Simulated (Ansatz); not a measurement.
## PbS (Galena): G0W0 under other settings

Aim: change settings of a G0W0 run on PbS (Galena) and see what moves.

Method: G0W0 on PBE, plane waves, PAW; PAW set soft_1, in Ansatz 0.2.0.

The database entry behind the starting cell differs from later determinations by our own check (about 0.1 % short), so it need not match the best structure at ambient conditions.

## 1. The starting structure

It takes space group Fm-3m (No. 225, cubic). Conventional cell: a = 5.931 Å, b = 5.931 Å, c = 5.931 Å, α = 90.00°, β = 90.00°, γ = 90.00°. Nearest to Pb lie 6 S at 2.97 Å. S has 6 Pb at 2.97 Å nearest. Farther neighbours and most contacts between anions are not listed.

The cell and positions come from the Crystallography Open Database and are kept as given unless a step says otherwise. Spin-orbit coupling is left out unless a step names it.

## 2. The base run: 4×4×4 mesh, 55 empty bands, screening to 60 eV, PAW set soft_1 files

Now the one-shot GW correction: screening in the RPA, then the self-energy of the levels asked for. This step takes PAW set soft_1 files.

File input.yaml:

```yaml
crystal:
  lattice:
    - [0.0, 2.96575, 2.96575]
    - [2.96575, 0.0, 2.96575]
    - [2.96575, 2.96575, 0.0]
  atoms:
    - { symbol: Pb, position: [0.0, 0.0, 0.0] }
    - { symbol: S, position: [0.5, 0.5, 0.5] }
kpoints:
  mp_grid: { grid: [4, 4, 4] }
hamiltonian:
  xc: pbe
  pseudopotentials: { kind: paw, azcp: { folder: soft_1 } }
scf:
  occupations: { method: fixed }
gw:
  n_empty_bands: 55
  ecut_chi: 60
  qp_bands: [v2, c2]
  qp_kpoints: band_edges
  screening: { model: contour_deformation }
```

Launch:

```sh
ansatz run input.yaml --threads 24 --pin off --max-ram 82944MiB --backend cuda --events-out ev --progress --plain --runs-dir out --devices 1 --max-vram 78GiB
```

Numbers of over 12 decimals in the logs are rounded to 6 here.

The program printed:

```text
GPUs: using 1 of 1 available (devices: 1).
Engine: ansatz 0.2.0, aarch64-unknown-linux-gnu
Pseudopotentials: kind: paw
Pseudopotential: Pb, paw, valence charge 14, recommended cutoff 420 eV (normal), soft_1/Pb.paw.azcp
Pseudopotential: S, paw, valence charge 6, recommended cutoff 420 eV (normal), soft_1/S.paw.azcp
Functional definition: PBE
  parameter kappa = 0.804
  parameter beta = 0.066725
  exchange = pbe_x(kappa = kappa, mu = beta*pi^2/3)
  correlation = pbe_c(beta = beta)
device memory: the entry about to start is reckoned to put 2.0 GiB on a device that reports 166.0 GiB free (of which the cap on the GPU budget leaves the run 78.0 GiB)
GPU FFT provider: cuFFT
GPU libraries: cuBLAS 13.8.1, cuFFT 12.4.0, cuSOLVER 12.3.2
GPU matrix products: emulated (plane waves: as basis.precision tells), large ones in fixed point in workspaces of 1.00 GiB
Crystal: 2 atoms, lattice volume = 52.172 Å³
Basis set: ecut = 420 eV, 965 PW (Γ)
Bands: 14, of which v1, the nominal top of the filled ones, is band 10 counted from 1 (9 counted from 0)
Symmetry: 48 space group operations
Space group: Fm-3m (ITA 225), of the structure as read, at distance tolerance 3.7e-5 Å
k-points: 8 of 64
Non-local potential: Pb, projectors of the file, l = 0: 2, l = 1: 2, l = 2: 2, l = 3: 1
Non-local potential: S, projectors of the file, l = 0: 2, l = 1: 2, l = 2: 1
PAW form: soft (Blöchl's): semilocal exchange-correlation on the pseudo side does not see the compensation charge
PAW one-centre angular grid: Pb, 590 points (default); XC on 64 Gauss nodes
PAW one-centre angular grid: S, 110 points (default); XC on 64 Gauss nodes
Initial density: superposition of atomic densities (chi_scale 0.1, normalization cell, long waves kept (reshape's long-wave potential 0.00 eV rms))
Initial wavefunctions: pseudopotential atomic-orbital guess
GPU buffer pool allocated for 27000 grid points (all kernels)
GPU transforms: local potential and band sums: pruned to the plane-wave sphere, on 30×30×30
Functional: x = pbe(κ = 0.804, μ = 0.219515), c = pbe(β = 0.066725)
SCF iter   1: F=—  HF=-12812.251692 eV  |F-HF|=—  |Δ(HF+E_count)|=         —  Δρ=3.12e-2  dr2=1.12e0  ethr=3.10e-3  ⟨swp⟩=4.8  Hψ=569  notcnv=0  defer=11
preconditioner: auto → none  [insulator: Δε(μ)=0.743 eV  Ē_g=15.336 eV  n_scr=14 (ndim 8)  ℏωp=23.0 eV  f_vac=0.000  ε∞_Penn≈3.2]
SCF iter   2: F=—  HF=-12812.006050 eV  |F-HF|=—  |Δ(HF+E_count)|=   2.46e-1  Δρ=1.68e-2  dr2=1.85e-1  ethr=3.10e-3  ⟨swp⟩=2.9  Hψ=256  notcnv=0  defer=10
SCF iter   3: F=—  HF=-12811.960088 eV  |F-HF|=—  |Δ(HF+E_count)|=   4.60e-2  Δρ=6.12e-3  dr2=1.56e-2  ethr=9.26e-4  ⟨swp⟩=2.9  Hψ=208  notcnv=0  defer=14
SCF iter   4: F=—  HF=-12811.962975 eV  |F-HF|=—  |Δ(HF+E_count)|=   2.89e-3  Δρ=6.65e-4  dr2=2.63e-4  ethr=7.81e-5  ⟨swp⟩=2.4  Hψ=170  notcnv=0  defer=12
[...]
E_nonlocal   = 339.469525
  E_hartree    = 447.360282
  E_xc         = -295.800449
  E_vxc        = -221.776413  (∫ρ·V_xc dr)
  E_paw        = -10998.667963  (= ΣΔE_a)
  E_vpaw       = -274.267694  (= ΣTr[D̂ρ^β])
  E_aug_tail   = -0.000006  (compensation charges beyond the density's cutoff)
  E_ewald      = -1513.356403
  E_smearing   = -0.000000  (= −TS)
  E_closure    = -0.000000  (closes the sum)
  Σ components = -12811.962961   (vs F -12811.962961, Δ=0.00e0)
--- Band table (eV; the first three rows and the last of 8) ---
  k-point 0: bands = [... 6 lower, 2.5299, 6.3922, 6.3922, 6.3922, 13.7847, 13.7847, 13.7847, 15.2684]
  k-point 1: bands = [... 6 lower, 1.1047, 6.5523, 6.5523, 7.3951, 10.9217, 11.7841, 11.7841, 15.4183]
  k-point 2: bands = [... 6 lower, -0.2826, 6.7827, 6.7827, 8.5652, 8.9303, 10.5290, 10.5290, 17.2231]
  k-point 7: bands = [... 6 lower, 0.6199, 4.1387, 4.1387, 7.5375, 10.7584, 13.2268, 13.2268, 16.7175]
--- G₀W₀: contour deformation, 7 samples at zero and on the imaginary axis and 1 off it, 64 q-points, 55 empty bands' worth ---
  eigenvalues of the whole cell's RPA ε∞ on this k-mesh (on a slab, of 1 + 4πα/V) = 70.3414, 70.3414, 70.3414; static W/v taken at q = 0 is 0.014216
  bands read: the sum over 65 bands ends inside a degenerate multiplet in 3 slots, whose members it reads at an even weight; the widest, k=0: bands 65 to 67 (counted from 1) at 1/3 each
  gw.qp_kpoints: band_edges: 3 of 8 stored k-points solved, in 1 pass; an edge of the gap read off the rows below is read off those points alone
    valence top: of the k-points left out ik 1 came nearest to being solved in a further pass, in band 10 (counted from 1, as in the quasiparticle table): it holds the edge there only if its correction is more favourable than any solved in that band by at least 1.170 eV; those differ by 0.114 eV
    conduction bottom: of the k-points left out ik 1 came nearest to being solved in a further pass, in band 11 (counted from 1, as in the quasiparticle table): it holds the edge there only if its correction is more favourable than any solved in that band by at least 1.991 eV; those differ by 0.183 eV
    ik  band        ε_KS         Σx   Σc(E_QP)       V_xc       Z   E_QP_lin       E_QP  E_QP is
     2     9      6.7827   -17.9493     2.7736   -15.1212  0.6861     6.7280     6.7282  root
     2    10      8.5652   -17.7226     1.3837   -16.4890  0.7192     8.7137     8.7154  root
     2    11      8.9303    -7.8194    -3.2938   -11.2162  0.7439     9.0342     9.0333  root
     2    12     10.5290    -8.2262    -3.5166   -12.0130  0.7360    10.8091    10.7993  root
     5     9      6.6617   -17.6464     2.7403   -14.8404  0.6856     6.5956     6.5960  root
     5    10      7.7615   -16.7846     1.5891   -15.2425  0.7121     7.8082     7.8085  root
     5    11     10.0004    -9.1412    -3.3028   -12.6736  0.7296    10.2301    10.2300  root
     5    12     11.0030    -8.8117    -3.5805   -12.7183  0.7285    11.3469    11.3290  root
     7     9      4.1387   -16.1797     3.6336   -12.3833  0.6357     3.9731     3.9760  root
     7    10      7.5375   -17.8920     2.1572   -15.7713  0.7029     7.5739     7.5741  root
     7    11     10.7584    -8.5506    -3.6527   -12.4890  0.7291    11.0560    11.0439  root
     7    12     13.2268    -8.2359    -4.4551   -12.9973  0.6947    13.5468    13.5331  root
[key lines of the parts left out:]
SCF converged after 7 iterations
Free energy (F): -12811.962961 eV
Fermi energy:    8.565214 eV
```

Run time: 2.6 s. Hardware: 1 × NVIDIA GB200 (shared by 2 runs) with 24 threads of Arm Neoverse V2, shared host; peak memory 1.1 GiB; 3.8 s of CPU time.

The column dr2 measures how far the density is from self-consistency, as an energy; F and HF (Harris–Foulkes) agree once it is small.

Numbers from this step:

```yaml
bands_summed: 65
rpa_eps_infinity_on_this_mesh_eigenvalues: 70.34, 70.34, 70.34
plane_waves_in_the_screening_matrix: 59
q_points_in_the_mesh: 64
g0w0_gap_on_the_mesh: 0.3179 eV
k_of_the_valence_top: 0, 0, -0.5
k_of_the_conduction_bottom: 0, 0, -0.5
starting_gap_on_the_mesh: 0.3651 eV
z_at_the_valence_top: 0.7192
z_at_the_conduction_bottom: 0.7439
least_direct_g0w0_gap_on_the_computed_points: 0.3179 eV
```

The gap on the mesh goes from 0.37 eV to 0.32 eV, a correction of −0.05 eV. Between the two edge states, bare exchange in place of the xc potential would open the gap by 4.63 eV, and correlation takes back 4.68 eV.

## 3. Variant: static remainder

This step: G0W0 on PBE, plane waves, norm-conserving pseudopotentials.

input.yaml, the sections that differ from step 2:

```yaml
hamiltonian:
  xc: pbe
  pseudopotentials: { kind: nc }
gw:
  n_empty_bands: 55
  ecut_chi: 100
  qp_bands: [v2, c2]
  qp_kpoints: band_edges
  screening: { model: contour_deformation }
  static_remainder: true
# crystal, kpoints, scf: as in step 2
```

The program printed:

```text
Warning: gw takes pair_densities: pseudo, which can misplace gaps by tens of per cent, since gw.static_remainder lacks the terms of the atoms
GPUs: using 1 of 1 available (devices: 1).
[...]
GPU FFT provider: cuFFT
GPU libraries: cuBLAS 13.8.1, cuFFT 12.4.0, cuSOLVER 12.3.2
[...]
Crystal: 2 atoms, lattice volume = 52.172 Å³
Basis set: ecut = 850 eV, 2891 PW (Γ)
Bands: 14, of which v1, the nominal top of the filled ones, is band 10 counted from 1 (9 counted from 0)
[... 1 set-up line as in the run before ...]
[...]
k-points: 8 of 64
[...]
GPU buffer pool allocated for 64000 grid points (all kernels)
[...]
SCF iter   1: F=—  HF=-2202.439077 eV  |F-HF|=—  |Δ(HF+E_count)|=         —  Δρ=3.10e-2  dr2=1.10e0  ethr=3.10e-3  ⟨swp⟩=5.0  Hψ=558  notcnv=0  defer=11
[...]
SCF iter   8: F=-2202.154433 eV  HF=-2202.154433 eV  |F-HF|=6.07e-10  |Δ(HF+E_count)|=   5.58e-8  Δρ=1.61e-6  dr2=9.74e-10  ethr=5.00e-10  ⟨swp⟩=5.8  Hψ=478  notcnv=0
SCF 1 converged in 8 iterations: F = -2202.154433 eV  dr2 = 9.74e-10
[...]
NSCF: frozen V_eff on 8 k-points
[...]
G₀W₀ screening: q 1/8
[... further progress lines ...]
[...]
SCF converged after 8 iterations
Free energy (F): -2202.154433 eV
[...]
Internal energy: -2202.154433 eV  (E = F + TS)
E sigma→0 (E₀):  -2202.154433 eV
Fermi energy:    8.713737 eV
[...]
--- Band table (eV; the first three rows and the last of 8) ---
  k-point 0: bands = [... 6 lower, 2.6735, 6.5428, 6.5428, 6.5428, 13.9185, 13.9185, 13.9185, 15.4262]
  k-point 1: bands = [... 6 lower, 1.2509, 6.7038, 6.7038, 7.5439, 11.0677, 11.9265, 11.9265, 15.5736]
  k-point 2: bands = [... 6 lower, -0.1344, 6.9354, 6.9354, 8.7137, 9.0772, 10.6725, 10.6725, 17.3805]
  k-point 7: bands = [... 6 lower, 0.7659, 4.2890, 4.2890, 7.6882, 10.9008, 13.3744, 13.3744, 16.8609]
[...]
static-remainder magnitude (band-truncation diagnostic): 0.6995 eV
[...]
`?` marks the rows in doubt; gw_qp.tsv's column doubts and the gw_qp event give each row's grounds
[...]
2     9      6.9354   -15.7073     2.4196   -12.8869  0.6810     6.5112     6.5346  root
     2    10      8.7137   -15.1534     1.0323   -13.5882  0.7140     8.1186     8.1809  root ?
     2    11      9.0772    -6.7540    -3.1451    -9.6034  0.7416     8.7871     8.7815  root
     2    12     10.6725    -7.4438    -3.1787   -10.3517  0.7339    10.4069    10.4017  root
     5     9      6.8140   -15.5238     2.4292   -12.6875  0.6804     6.3811     6.4069  root
     5    10      7.9106   -14.5974     1.3418   -12.7542  0.7076     7.3622     7.4093  root ?
     5    11     10.1461    -7.7680    -3.1987   -10.6838  0.7311     9.8668     9.8632  root
     5    12     11.1453    -7.8459    -3.2415   -10.8266  0.7258    10.8896    10.8845  root
     7     9      4.2890   -15.0377     3.6664   -10.9453  0.6298     3.8366     3.8630  root
     7    10      7.6882   -15.5507     1.8108   -13.2795  0.6978     7.1897     7.2277  root
     7    11     10.9008    -7.4796    -3.3161   -10.5243  0.7266    10.6351    10.6294  root
     7    12     13.3744    -6.6419    -4.5761   -11.0282  0.6913    13.1876    13.1846  root
```

It took 2 s on 1 × NVIDIA GB200 (shared by 2 runs) with 24 threads; peak memory 1.1 GiB.

Against the base:

```csv
setting,base,variant
files,PAW set soft_1,norm-conserving
screening cutoff (eV),60,100
static remainder,-,true
```

```csv
quantity,variant,base
starting gap on the mesh,0.363,0.365
G0W0 gap on the mesh,0.601,0.318
least direct G0W0 gap on the computed points,0.601,0.318
Z at the valence top,0.714,0.719
Z at the conduction bottom,0.742,0.744
```

## 4. Variant: norm-conserving files, smooth pair densities

Edit input.yaml of step 3 so:

```diff
@@ -16,4 +16,4 @@
 gw:
-  n_empty_bands: 55
-  ecut_chi: 100
+  n_empty_bands: 84
+  ecut_chi: 80
   qp_bands: [v2, c2]
@@ -21,2 +21,2 @@
   screening: { model: contour_deformation }
-  static_remainder: true
+  pair_densities: pseudo
```

The program printed:

```text
GPUs: using 1 of 1 available (devices: 1).
[...]
GPU FFT provider: cuFFT
GPU libraries: cuBLAS 13.8.1, cuFFT 12.4.0, cuSOLVER 12.3.2
[...]
Crystal: 2 atoms, lattice volume = 52.172 Å³
Basis set: ecut = 850 eV, 2891 PW (Γ)
Bands: 14, of which v1, the nominal top of the filled ones, is band 10 counted from 1 (9 counted from 0)
[... 1 set-up line as in the run before ...]
[...]
k-points: 8 of 64
[...]
GPU buffer pool allocated for 64000 grid points (all kernels)
[...]
SCF iter   1: F=—  HF=-2202.439077 eV  |F-HF|=—  |Δ(HF+E_count)|=         —  Δρ=3.10e-2  dr2=1.10e0  ethr=3.10e-3  ⟨swp⟩=5.0  Hψ=558  notcnv=0  defer=11
[...]
SCF iter   8: F=-2202.154433 eV  HF=-2202.154433 eV  |F-HF|=6.07e-10  |Δ(HF+E_count)|=   5.58e-8  Δρ=1.61e-6  dr2=9.74e-10  ethr=5.00e-10  ⟨swp⟩=5.8  Hψ=478  notcnv=0
SCF 1 converged in 8 iterations: F = -2202.154433 eV  dr2 = 9.74e-10
[...]
G₀W₀ screening: q 1/8
[... further progress lines ...]
[...]
SCF converged after 8 iterations
Free energy (F): -2202.154433 eV
[...]
Internal energy: -2202.154433 eV  (E = F + TS)
E sigma→0 (E₀):  -2202.154433 eV
Fermi energy:    8.713737 eV
[...]
--- Band table (eV; the first three rows and the last of 8) ---
  k-point 0: bands = [... 6 lower, 2.6735, 6.5428, 6.5428, 6.5428, 13.9185, 13.9185, 13.9185, 15.4262]
  k-point 1: bands = [... 6 lower, 1.2509, 6.7038, 6.7038, 7.5439, 11.0677, 11.9265, 11.9265, 15.5736]
  k-point 2: bands = [... 6 lower, -0.1344, 6.9354, 6.9354, 8.7137, 9.0772, 10.6725, 10.6725, 17.3805]
  k-point 7: bands = [... 6 lower, 0.7659, 4.2890, 4.2890, 7.6882, 10.9008, 13.3744, 13.3744, 16.8609]
[...]
2     9      6.9354   -15.7073     2.6013   -12.8869  0.6821     6.7108     6.7162  root
     2    10      8.7137   -15.1534     1.2176   -13.5882  0.7150     8.3438     8.3662  root
     2    11      9.0772    -6.7540    -3.0546    -9.6034  0.7418     8.8750     8.8720  root
     2    12     10.6725    -7.4438    -3.0825   -10.3517  0.7338    10.5002    10.4979  root
     5     9      6.8140   -15.5238     2.5988   -12.6875  0.6816     6.5693     6.5764  root
     5    10      7.9106   -14.5974     1.5032   -12.7542  0.7085     7.5497     7.5706  root
     5    11     10.1461    -7.7680    -3.0661   -10.6838  0.7300     9.9968     9.9958  root
     5    12     11.1453    -7.8459    -3.1252   -10.8266  0.7258    11.0025    11.0008  root
     7     9      4.2890   -15.0377     3.7418   -10.9453  0.6310     3.9162     3.9385  root
     7    10      7.6882   -15.5507     1.9962   -13.2795  0.6989     7.4031     7.4131  root
     7    11     10.9008    -7.4796    -3.2100   -10.5243  0.7267    10.7379    10.7355  root
     7    12     13.3744    -6.6419    -4.3796   -11.0282  0.6920    13.3811    13.3811  root
```

Wall time 2.2 s (1 × NVIDIA GB200 (shared by 2 runs) with 24 threads); peak memory 1.2 GiB; 3.7 s of CPU time.

The G0W0 gap on the mesh is 0.506 eV.

Against the base:

```csv
setting,base,variant
files,PAW set soft_1,norm-conserving
empty bands,55,84
screening cutoff (eV),60,80
pair densities,-,pseudo
```

```csv
quantity,variant,base
starting gap on the mesh,0.363,0.365
G0W0 gap on the mesh,0.506,0.318
least direct G0W0 gap on the computed points,0.506,0.318
Z at the valence top,0.715,0.719
Z at the conduction bottom,0.742,0.744
```

## 5. What came out

| Quantity | Value |
| --- | --- |
| base | 0.32 eV, 2.6 s |
| static remainder | 0.60 eV, 2 s |
| norm-conserving files, smooth pair densities | 0.51 eV, 2.2 s |

What this shows: Static remainder: the gap moves by +0.28 eV (the plane-wave cutoff goes from 420 to 850 eV); such settings are too crude to quote. The variant differs from the base in files, screening cutoff and static remainder together, so the change can't be laid to one of them. This option needs pseudo pair densities, which the log warns can misplace gaps. Norm-conserving files, smooth pair densities: the gap moves by +0.19 eV (the plane-wave cutoff goes from 420 to 850 eV). The variant differs from the base in files, empty bands, screening cutoff and pair densities together, so the change can't be laid to one of them. All runs here use a coarse mesh and modest cutoffs; they test settings and are not final values. The 4×4×4 mesh is coarse for this cell (its supercell is 17 Å along the shortest edge). The RPA ε∞ on it, from the PBE start, is 70.34; such meshes misread the long-range screening, most where the gap is narrow. Where an edge is built on 6p states of lead, bismuth or thallium, scalar-relativistic gaps usually stand too wide, by a few tenths to over one eV. With atoms this heavy and so narrow a gap, spin-orbit coupling can invert the bands. These scalar-relativistic gaps are then model values, not to be set against experiment, and a spin-orbit change taken from DFT can't simply be added. The RPA ε∞ on this mesh reaches over 25; with a narrow direct gap a coarse mesh can overstate it, and the correction is then too small.

[Paths, hosts, dates, memory and timing lines, banners, echoed tables and standing remarks are left out of the program output.]

[Logs are printed without paths, hosts, clocks, repeated set-up lines and the standing remarks that a program may print on its own settings, such as how far it seeks lower states.]

[Runs of the session that timed out or met a known fault of the program may be left out.]

[Cells called generated may have been cut or substituted from an entry of the Crystallography Open Database or the Materials Project.]

[Hosts, paths, dates, database ids (printed as entryN), source tags and the programs' standing remarks are cut or masked in the printed files.]
